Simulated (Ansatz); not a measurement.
## Work function of Ba(100): what the settings cost and change

Aim: the work function of Ba(100) across levels of theory at one geometry.

Calculated with Ansatz 0.2.0; plane-wave DFT, PBE, Ansatz PAW, in the first sound run; inputs show where later runs differ.

Most raw output is cut from this account.

### Step 1. Set-up

The cell holds 7 atoms: 7 Ba. Its edges and angles: a = 5.020 Å, b = 5.020 Å, c = 33.060 Å, α = 90.0°, β = 90.0°, γ = 90.0°. Vacuum lies along c.

### Step 2. Slab, setting PBE, Ansatz PAW (420 eV)

A work function rests on the faint tail of the density, so the SCF threshold is tight. PBE on the default files comes first; the next runs keep the geometry and change functional or files, each at the cutoff that its files recommend; a relaxation and, for heavy metals, spin-orbit coupling close the ladder.

Input file input.yaml:

```yaml
crystal:
  lattice:
    - [5.02, 0.0, 0.0]
    - [0.0, 5.02, 0.0]
    - [0.0, 0.0, 33.06]
  atoms:
    - { symbol: Ba, position: [0.0, 0.0, 0.2722323049] }
    - { symbol: Ba, position: [0.5, 0.5, 0.3481548699] }
    - { symbol: Ba, position: [0.0, 0.0, 0.424077435] }
    - { symbol: Ba, position: [0.5, 0.5, 0.5] }
    - { symbol: Ba, position: [0.0, 0.0, 0.575922565] }
    - { symbol: Ba, position: [0.5, 0.5, 0.6518451301] }
    - { symbol: Ba, position: [0.0, 0.0, 0.7277676951] }
kpoints:
  mp_grid: { grid: [8, 8, 1] }
hamiltonian:
  xc: pbe
scf:
  occupations: { method: fermi_dirac, width: 0.1 }
  convergence: { dr2_threshold: 1.0e-09 }
efield:
  axis: 3
  dipole_correction: true
  ramp_position: 0.97
  ramp_width: 0.06
output:
  write_potential: true
  write_density: true
  volumetric_format: npy
  elf: true
```

Launch:

```bash
> ansatz run input.yaml --threads 2 --pin off --max-ram 3072MiB --backend cpu --events-out ev --progress --plain --runs-dir out
```

Elapsed: 66 s, on 2 threads of Intel Xeon 6975P-C (Granite Rapids), shared host; peak memory 1.3 GiB; 2.1 min of CPU time.

This step gave:

```yaml
energy_at_zero_smearing: -41645.7529 eV
work_function_upper_face: 2.364 eV
```

Running mean over 2.51 Å of the planar mean; the ramp of the sawtooth is left out. Electron's electrostatic potential energy less the Fermi level against z:

```tsv
z (Å)	electron's electrostatic potential energy less the Fermi level (eV)
4	2.36
5	2.32
6	2.16
7	1.28
8	-1.37
9	-3.00
10	-3.05
11	-2.88
12	-2.84
13	-2.89
14	-2.92
15	-2.92
16	-2.92
17	-2.92
18	-2.92
19	-2.92
20	-2.89
21	-2.85
22	-2.88
23	-3.04
24	-3.03
25	-1.54
26	1.17
27	2.13
28	2.32
29	2.36
```

Electrostatic potential energy in the ca plane at fractional y = 0.000, with atoms of Ba within 0.2 Å of it. With pseudopotentials it is smooth inside the atoms' cores, unlike the true potential.

Ten even steps from '0' (-41 eV) to '9' (5 eV), each cell a mean:
```
41000278999997410003799999973000037899999999
63112589999998631125899999985211268999999999
87556789999999875568999999998655688999999999
98888999999999988889999999999888899999999999
99999999999999999999999999999999999999999999
99999999999999999999999999999999999999999999
99999999999999999999999999999999999999999999
99999999999999999999999999999999999999999999
99999999999999999999999999999999999999999999
88777899999999887788999999998877789999999999
75334689999998753347899999987433478999999999
52001379999998510014799999974100147899999999
40000268999997300003799999973000037899999999
```
Columns run along c (16.0 Å, from fractional 0.40 to 0.88 of the cell; values clipped at the 3rd and 97th percentile), rows up along a (5.0 Å). Atoms in or near the plane, at fractional coordinates: Ba at (0.42, 0.00), Ba at (0.58, 0.00), Ba at (0.73, 0.00).

ELF in the ca plane at fractional y = 0.000, with atoms of Ba within 0.2 Å of it. It is the smooth field of the valence electrons, not physical close to the nuclei.

Ten even steps from '0' (0.01) to '9' (0.88), each cell a mean:
```
98316972145215982179612552159722897200000000
79999941245313799998412553138999984100000000
36898511355311378974113564113789741000100000
11332112455421123321124565311233210001100000
21111124555543211112245555542211111122100000
44444455555555444444555555665544444432110000
55555555555555555555555555666655555442110000
32222345555554322223445555654322222332100000
11111113455532111111134565421111110111100000
14665211355421146642114564212466521000100000
58999731255312599996213563116999973000000000
89658961245214896599512552149966996200000000
98104972145215970059722552169600697200000000
```
Columns run along c (16.0 Å, from fractional 0.40 to 0.88 of the cell), rows up along a (5.0 Å). Atoms in or near the plane, at fractional coordinates: Ba at (0.42, 0.00), Ba at (0.58, 0.00), Ba at (0.73, 0.00).

Valence density in the ca plane at fractional y = 0.000, with atoms of Ba within 0.2 Å of it. It is the smooth field of the valence electrons, not physical close to the nuclei.

Values in e/Å³, 7 rows by 16 columns, each cell a mean:
```
0.9 1.1 0.3 0.0 0.1 0.9 1.1 0.3 0.0 0.1 0.9 1.1 0.3 0.0 0.0 0.0
0.3 0.4 0.1 0.0 0.0 0.2 0.4 0.1 0.0 0.0 0.2 0.4 0.1 0.0 0.0 0.0
0.0 0.1 0.0 0.0 0.0 0.0 0.1 0.0 0.0 0.0 0.0 0.0 0.0 0.0 0.0 0.0
0.0 0.0 0.0 0.0 0.0 0.0 0.0 0.0 0.0 0.0 0.0 0.0 0.0 0.0 0.0 0.0
0.1 0.1 0.0 0.0 0.0 0.1 0.1 0.0 0.0 0.0 0.1 0.1 0.0 0.0 0.0 0.0
0.5 0.7 0.1 0.0 0.1 0.4 0.7 0.1 0.0 0.1 0.4 0.7 0.1 0.0 0.0 0.0
1.0 1.0 0.3 0.0 0.1 1.0 1.0 0.4 0.0 0.1 0.9 1.0 0.4 0.0 0.0 0.0
```
Columns run along c (16.0 Å, from fractional 0.40 to 0.88 of the cell), rows up along a (5.0 Å). Atoms in or near the plane, at fractional coordinates: Ba at (0.42, 0.00), Ba at (0.58, 0.00), Ba at (0.73, 0.00).

The work function is 2.364 eV.

### Step 3. Slab

This step: plane-wave DFT, LDA, Ansatz PAW (Ansatz 0.2.0).

Changes to input.yaml since step 2:

```diff
@@ -16,3 +16,3 @@
 hamiltonian:
-  xc: pbe
+  xc: lda
 scf:
@@ -29,2 +29 @@
   volumetric_format: npy
-  elf: true
```

Wall time 48 s (2 threads); peak memory 1.3 GiB.

The work function is 2.534 eV, +0.170 eV from the run “PBE, Ansatz PAW (420 eV)”, at 0.73 times its CPU time.

### Step 4. Slab

This step: plane-wave DFT, PBEsol, Ansatz PAW (Ansatz 0.2.0).

Changes to input.yaml since step 3:

```diff
@@ -16,3 +16,3 @@
 hamiltonian:
-  xc: lda
+  xc: pbesol
 scf:
```

Elapsed: 67 s, on 2 threads; peak memory 1.3 GiB.

The work function is 2.401 eV, +0.037 eV from the run “PBE, Ansatz PAW (420 eV)”, at 0.95 times its CPU time.

### Step 5. Run

This step: plane-wave DFT, RPBE, Ansatz PAW (Ansatz 0.2.0).

Changes to input.yaml since step 4:

```diff
@@ -16,3 +16,3 @@
 hamiltonian:
-  xc: pbesol
+  xc: rpbe
 scf:
```

The job ended after 63 s (2 threads; peak memory 1.3 GiB).

The work function is 2.260 eV, -0.104 eV from the run “PBE, Ansatz PAW (420 eV)”, at 0.88 times its CPU time.

### Step 6. Slab

This step: plane-wave DFT, r2SCAN, Ansatz PAW (Ansatz 0.2.0).

Changes to input.yaml since step 5:

```diff
@@ -16,3 +16,3 @@
 hamiltonian:
-  xc: rpbe
+  xc: r2scan
 scf:
```

Elapsed: 2.1 min, on 2 threads; peak memory 2.6 GiB.

The work function is 2.335 eV, -0.029 eV from the run “PBE, Ansatz PAW (420 eV)”, at 1.9 times its CPU time.

### Step 7. Run

This step: plane-wave DFT, PBE, JTH PAW (Ansatz 0.2.0).

Changes to input.yaml since step 6:

```diff
@@ -16,3 +16,4 @@
 hamiltonian:
-  xc: r2scan
+  xc: pbe
+  pseudopotentials: { kind: paw, source: jth }
 scf:
```

Elapsed: 2 min, on 2 threads; peak memory 2.2 GiB.

The work function is 2.366 eV, +0.002 eV from the run “PBE, Ansatz PAW (420 eV)”, at 1.8 times its CPU time.

### Step 8. Run

This step: plane-wave DFT, PBE, norm-conserving (Ansatz 0.2.0).

Changes to input.yaml since step 7:

```diff
@@ -17,3 +17,3 @@
   xc: pbe
-  pseudopotentials: { kind: paw, source: jth }
+  pseudopotentials: { kind: nc }
 scf:
```

Wall time 2.8 min (2 threads); peak memory 2.4 GiB.

The work function is 2.364 eV, -0.000 eV from the run “PBE, Ansatz PAW (420 eV)”, at 2.7 times its CPU time.

### Step 9. Slab

This step: plane-wave DFT, LDA, norm-conserving (Ansatz 0.2.0).

Changes to input.yaml since step 8:

```diff
@@ -16,3 +16,3 @@
 hamiltonian:
-  xc: pbe
+  xc: lda
   pseudopotentials: { kind: nc }
```

The job ended after 2.6 min (2 threads; peak memory 2.4 GiB; 5.1 min of CPU time).

The work function is 2.534 eV, +0.170 eV from the run “PBE, Ansatz PAW (420 eV)”, at 2.4 times its CPU time.

### Step 10. Run, setting PBE, all layers relaxed

This step: plane-wave DFT, PBE, Ansatz PAW (Ansatz 0.2.0).

Changes to input.yaml since step 9:

```diff
@@ -16,4 +16,3 @@
 hamiltonian:
-  xc: lda
-  pseudopotentials: { kind: nc }
+  xc: pbe
 scf:
@@ -26,2 +25,5 @@
   ramp_width: 0.06
+relax:
+  f_tol: 0.01
+  max_steps: 40
 output:
```

The job ended after 2.2 min (2 threads; peak memory 1.2 GiB).

The relaxation took 4 steps and lowered the energy by 0.012 eV; the largest force on the free atoms ends at 0.0030 eV/Å.

The work function is 2.358 eV, -0.006 eV from the run “PBE, Ansatz PAW (420 eV)”, at 2.0 times its CPU time.

### Step 11. Run

This step: plane-wave DFT, PBE, fully relativistic PAW with spin-orbit coupling (Ansatz 0.2.0).

Changes to input.yaml since step 10:

```diff
@@ -17,2 +17,3 @@
   xc: pbe
+  pseudopotentials: { kind: paw_fr }
 scf:
@@ -25,5 +26,5 @@
   ramp_width: 0.06
-relax:
-  f_tol: 0.01
-  max_steps: 40
+magnetization:
+  noncollinear: true
+  spin_orbit: true
 output:
```

Wall time 7.3 min (2 threads); peak memory 2.8 GiB; 14 min of CPU time.

The work function is 2.366 eV, +0.002 eV from the run “PBE, Ansatz PAW (420 eV)”, at 6.7 times its CPU time.

### Step 12. Comparing the runs

Times are for 2 threads of Intel Xeon 6975P-C (Granite Rapids), shared host. Results by setting:

```tsv
no.	setting	work function, upper face (eV)	time	memory (GiB)
1	PBE, Ansatz PAW (420 eV)	2.364	66 s	1.3
2	LDA, Ansatz PAW (420 eV)	2.534	48 s	1.3
3	PBEsol, Ansatz PAW (420 eV)	2.401	67 s	1.3
4	RPBE, Ansatz PAW (420 eV)	2.260	63 s	1.3
5	r2SCAN, Ansatz PAW (500 eV)	2.335	2.1 min	2.6
6	PBE, JTH PAW (660 eV)	2.366	2 min	2.2
7	PBE, norm-conserving (770 eV)	2.364	2.8 min	2.4
8	LDA, norm-conserving (770 eV)	2.534	2.6 min	2.4
9	PBE, all layers relaxed	2.358	2.2 min	1.2
10	PBE with spin-orbit coupling (420 eV)	2.366	7.3 min	2.8
```

### Step 13. Varying the input

This step: plane-wave DFT, PBE, Ansatz PAW (Ansatz 0.2.0).

An input spoilt on purpose, to show how the run answers: it repeats the earlier run “PBE, Ansatz PAW (420 eV)” with efield.axis from 3 to 0, and scf.max_iter set to 100; its output block differs too.

Changes to input.yaml since step 11:

```diff
@@ -17,3 +17,2 @@
   xc: pbe
-  pseudopotentials: { kind: paw_fr }
 scf:
@@ -21,4 +20,5 @@
   convergence: { dr2_threshold: 1.0e-09 }
+  max_iter: 100
 efield:
-  axis: 3
+  axis: 0
   dipole_correction: true
@@ -26,5 +26,2 @@
   ramp_width: 0.06
-magnetization:
-  noncollinear: true
-  spin_orbit: true
 output:
```

Elapsed: 0.01 s, on 2 threads; peak memory 0.1 GiB.

The program refused the input before any cycle.

The program's message: “Error: invalid value for `efield.axis`: must be in [1, 3]; got 0”

The fault put into the input: an axis of 0, outside the range 1 to 3.

### Step 14. What came out

```
work function, PBE, Ansatz PAW (420 eV)              : 2.364 eV
work function, LDA, Ansatz PAW (420 eV)              : 2.534 eV
work function, RPBE, Ansatz PAW (420 eV)             : 2.260 eV
work function, r2SCAN, Ansatz PAW (500 eV)           : 2.335 eV
work function, LDA, norm-conserving (770 eV)         : 2.534 eV
work function, PBE, all layers relaxed               : 2.358 eV
work function, PBE with spin-orbit coupling (420 eV) : 2.366 eV
```

In words: PBE on the default files gives 2.36 eV, and the settings tried spread the value from 2.26 to 2.53 eV. At one geometry LDA lies 0.17 eV above PBE. The choice of pseudopotentials moves the PBE value by 0.002 eV. Relaxing the layers changes it by -0.006 eV. Spin-orbit coupling, on the fully relativistic files, changes it by +0.00 eV. The ladder's slabs use the tabulated experimental lattice constant (two decimals; a low-temperature value for the alkali metals).

[Logs are printed without paths, hosts, clocks, repeated set-up lines and the standing remarks that a program may print on its own settings, such as how far it seeks lower states.]

[Hosts, paths, dates, database ids (printed as entryN), source tags and the programs' standing remarks are cut or masked in the printed files.]

[Maps of the electrostatic potential energy from Ansatz leave out the sawtooth potential of an applied field or a dipole correction, so their vacuum need not be flat; planar profiles and work functions include it.]
